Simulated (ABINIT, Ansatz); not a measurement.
An input for ABINIT 10.8.3 (TlGaF6 (R-3)):

```
acell 3*1.0 Angstrom
rprim 
  2.548402435337 1.471320832068 4.729815620893
  -2.548402435337 1.471320832068 4.729815620893
  0.000000000000 -2.942641664067 4.729815620914
ntypat 3
znucl 81 31 9
natom 8
typat 1 2 3 3 3 3 3 3
xred 
  0.000000000000 0.000000000000 0.000000000000
  0.500000000000 0.500000000000 0.500000000000
  0.879432130000 0.580450270000 0.272523150000
  0.580450270000 0.272523150000 0.879432130000
  0.272523150000 0.879432130000 0.580450270000
  0.419549730000 0.727476850000 0.120567870000
  0.727476850000 0.120567870000 0.419549730000
  0.120567870000 0.419549730000 0.727476850000
pp_dirpath "pseudos"
pseudos "Tl.upf, Ga.upf, F.upf"
ecut 45
ngkpt 2 2 2
nshiftk 1
shiftk 0 0 0
kptopt 1
chksymbreak 0
istwfk *1
occopt 1
irdwfk 1
optdriver 4
nband 214
gwcalctyp 0
ecutsigx 45
symsigma 1
nkptgw 2
kptgw 
  0.5000000000 0.5000000000 0.0000000000
  0.0000000000 0.0000000000 0.0000000000
bdgw 
  41 44
  41 44
ecuteps 6.5
irdscr 1
ppmodel 1
indata_prefix "in"
outdata_prefix "out"
tmpdata_prefix "tmp"
```

```sh
OMP_NUM_THREADS=1 mpirun -n 4 abinit run.abi > log
```

**Question.** How long will it take on 4 MPI ranks of Arm Neoverse V1, shared host, and how much memory?

It took 45 s; on shared hardware allow 23 s to 91 s. Peak host memory was 2.1 GiB.

[Paths, hosts, dates, memory and timing lines, banners, echoed tables and standing remarks are left out of the program output.]

[Logs are printed without paths, hosts, clocks, repeated set-up lines and the standing remarks that a program may print on its own settings, such as how far it seeks lower states.]

[Runs of the session that timed out or met a known fault of the program may be left out.]

[Hosts, paths, dates, database ids (printed as entryN), source tags and the programs' standing remarks are cut or masked in the printed files.]

[G0W0 gaps are taken among the corrected bands and points alone; a level outside them can change the order at an edge.]

[Where Ansatz stands beside ABINIT at settings called matched, ABINIT's density can come from a denser mesh and the files from another edition; pairs whose starting gaps differed by over 0.03 eV were left out, so agreement reads better than it is.]
